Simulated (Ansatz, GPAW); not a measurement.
# Screening of a field by Ta2N(OH)2 MXene monolayer, part 2 of 2

Aim: the dipole that a field along the normal induces in Ta2N(OH)2 MXene monolayer.

GPAW 26.7.0 and Ansatz 0.2.0; Ansatz plane waves; layer without images along its normal, relaxation of atoms and in-plane cell (the session's first sound run).

So far. Step 8 (In a field): The dipole is now 0.0616 e Å, against -2.0e-4 in the run without a field.

## (9) In a field

Input file run.py:

```python
import json
import numpy as np
from ase import Atoms
from gpaw import GPAW, PW
from gpaw.external import ConstantElectricField

slab = Atoms(
    ['H', 'O', 'Ta', 'N', 'Ta', 'O', 'H'],
    positions=[
        [-0.00000, 1.90232, 8.00000],
        [-0.00000, 1.90232, 8.97995],
        [1.64746, 0.95116, 10.26316],
        [-0.00000, 0.00000, 11.28044],
        [-0.00000, 1.90232, 12.29773],
        [1.64746, 0.95116, 13.58094],
        [1.64746, 0.95116, 14.56089]],
    cell=[[3.29492, 0.0, 0.0], [-1.64746, 2.85348, -0.0], [0.0, -0.0, 22.5609]],
    pbc=[True, True, False],
    magmoms=[0.0, 0.0, 1.0, 0.0, 1.0, 0.0, 0.0])

slab.calc = GPAW(mode=PW(500), xc='PBE', kpts={'size': (12, 12, 1), 'gamma': True},
                 occupations={'name': 'fermi-dirac', 'width': 0.05}, nbands='140%',
                 convergence={'density': 1e-05}, maxiter=200,
                 poissonsolver={'dipolelayer': 'xy'},
                 external=ConstantElectricField(0.2, [0, 0, 1]),
                 symmetry={'tolerance': 1e-3}, txt='slab.txt')
result = {}
energy = slab.get_potential_energy()
fermi = slab.calc.get_fermi_level()
v = slab.calc.get_electrostatic_potential().mean((0, 1)) - fermi
n = slab.calc.get_pseudo_density().mean((0, 1))
L = slab.cell[2, 2]
z = np.arange(len(v)) * L / len(v)
low, high = slab.positions[:, 2].min(), slab.positions[:, 2].max()
below, above = np.interp([low - 5.8, high + 5.8], z, v)
slopes = [np.interp(x, z, np.gradient(v, z)) for x in (low - 5.8, high + 5.8)]
eps = np.array([[slab.calc.get_eigenvalues(k, s) for k in range(len(slab.calc.get_ibz_k_points()))]
                for s in range(slab.calc.get_number_of_spins())]) - fermi
top, bottom = eps[eps < 0].max(), eps[eps > 0].min()
dipole = slab.get_dipole_moment()[2]
print(f'energy {energy:.4f} eV, Fermi level {fermi:.4f} eV, dipole {dipole:.5f} e A')
print(f'potential 5.8 A off the faces, from the Fermi level: lower {below:.4f} eV, upper {above:.4f} eV')
print(f'slope of the potential there: lower {slopes[0]:.5f}, upper {slopes[1]:.5f} eV/A')
print(f'nearest levels on the mesh: {top:.4f} and {bottom:.4f} eV')
print('magnetic moment', round(slab.get_magnetic_moment(), 3))
result.update(energy=energy, fermi=fermi, dipole=dipole, below=below, above=above, slopes=slopes, edges=[top, bottom],
              z=z.tolist(), v=v.tolist(), n=n.tolist(), positions=slab.positions.tolist(),
              forces=slab.get_forces(apply_constraint=False).tolist(), moments=slab.get_magnetic_moments().tolist())
json.dump(result, open('result.json', 'w'))
```

Launch:

```bash
$ OMP_NUM_THREADS=1 OPENBLAS_NUM_THREADS=1 python run.py
```

It took 15 min on 1 thread of Arm Neoverse V1, shared host; peak memory 0.84 GiB.

The electrostatic potential energy of an electron (without an applied field's), less the Fermi level, planar mean oscillates, so the rows of the table below give means over windows of 1 Å about each position, cut where the curve ends. Its maxima inside the range that stand out by 2 % of the span (Å: eV): 0.6: 3.75, 8.3: 0.00379, 9.4: -7.16, 10.9: -13.4, 11.7: -13.6, 13.2: -7.94, 14.3: -1.28. Its minima: 8.0: -0.648, 9.0: -10.1, 10.2: -22.7, 11.3: -16.6, 12.3: -23.1, 13.5: -11.1, 14.6: -2.06.

The electrostatic potential energy of an electron (without an applied field's), less the Fermi level, planar mean by z; means over each step:

| z (Å) | electrostatic potential energy of an electron (without an applied field's), less the Fermi level, planar mean (eV) |
| --- | --- |
| 0 | 3.30 |
| 1 | 3.75 |
| 2 | 3.75 |
| 3 | 3.74 |
| 4 | 3.71 |
| 5 | 3.63 |
| 6 | 3.33 |
| 7 | 2.37 |
| 8 | -0.00579 |
| 9 | -7.00 |
| 10 | -17.2 |
| 11 | -15.6 |
| 12 | -18.6 |
| 13 | -11.9 |
| 14 | -4.73 |
| 15 | -0.642 |
| 16 | 0.914 |
| 17 | 1.27 |
| 18 | 1.35 |
| 19 | 1.37 |
| 20 | 1.37 |
| 21 | 1.37 |
| 22 | 1.51 |

The dipole is now 0.123 e Å, against -2.0e-4 in the run without a field.

## (10) Field on

run.py, as its differences from that of step 9:

```diff
@@ -24,3 +24,3 @@
                  poissonsolver={'dipolelayer': 'xy'},
-                 external=ConstantElectricField(0.2, [0, 0, 1]),
+                 external=ConstantElectricField(0.3, [0, 0, 1]),
                  symmetry={'tolerance': 1e-3}, txt='slab.txt')
```

It took 14 min on 1 thread; peak memory 0.85 GiB.

The dipole is now 0.186 e Å, against -2.0e-4 in the run without a field.

## (11) The series

The members are put on one axis.

This step: induced dipole against applied field (GPAW 26.7.0).

The dipole along the normal by field:

| field (V/Å) | dipole along the normal (e·Å) |
| --- | --- |
| -0.200 | -0.123 |
| -0.100 | -0.0616 |
| -0.050 | -0.0308 |
| 0.000 | -2.0e-4 |
| 0.050 | 0.0308 |
| 0.100 | 0.0616 |
| 0.200 | 0.123 |
| 0.300 | 0.186 |

## (12) A changed run

One more run, with changed settings.

This step: GPAW, PAW setups; slab in vacuum (GPAW 26.7.0).

run.py, as its differences from that of step 10:

```diff
@@ -4,3 +4,2 @@
 from gpaw import GPAW, PW
-from gpaw.external import ConstantElectricField
 
@@ -17,3 +16,3 @@
     cell=[[3.29492, 0.0, 0.0], [-1.64746, 2.85348, -0.0], [0.0, -0.0, 22.5609]],
-    pbc=[True, True, False],
+    pbc=[True, True, True],
     magmoms=[0.0, 0.0, 1.0, 0.0, 1.0, 0.0, 0.0])
@@ -22,5 +21,4 @@
                  occupations={'name': 'fermi-dirac', 'width': 0.05}, nbands='140%',
-                 convergence={'density': 1e-05}, maxiter=200,
+                 convergence={'density': 1e-05}, maxiter=50,
                  poissonsolver={'dipolelayer': 'xy'},
-                 external=ConstantElectricField(0.3, [0, 0, 1]),
                  symmetry={'tolerance': 1e-3}, txt='slab.txt')
```

It took 0.97 s on 1 thread; peak memory 0.16 GiB.

The input was rejected at the start.

The fault put into the input: a dipole layer in a cell that repeats along the normal (pbc_z = true).

## (13) What came out

| Property | Result |
| --- | --- |
| work function, both faces | 2.53 eV |
| dipole along the normal | -2.0e-4 e Å |
| induced dipole per field | 0.618 e Å per V/Å |
| out-of-plane polarisability per area, α/(ε0 A) | 11.9 Å |

In words: The field induces 0.618 e Å per V/Å, a polarisable thickness α/(ε0 A) of 11.9 Å beside 6.56 Å between the outermost nuclei. A perfect conductor would give the distance between its two image planes; a dielectric of thickness t gives t(1 - 1/ε). The induced dipole is linear in the field over this range. The starting lattice was a guess from atomic radii; the relaxation moved it by 4 %. At this geometry GPAW leaves forces of up to 0.21 eV/Å on free atoms, so it isn't GPAW's own minimum, and dipole and steps would shift on relaxing there. One magnetic start was tried; another order may lie lower. The layer's cell and atoms come from the relaxation; spin-orbit coupling and temperature are left out.

[Logs are printed without paths, hosts, clocks, repeated set-up lines and the standing remarks that a program may print on its own settings, such as how far it seeks lower states.]

[Hosts, paths, dates, database ids (printed as entryN), source tags and the programs' standing remarks are cut or masked in the printed files.]
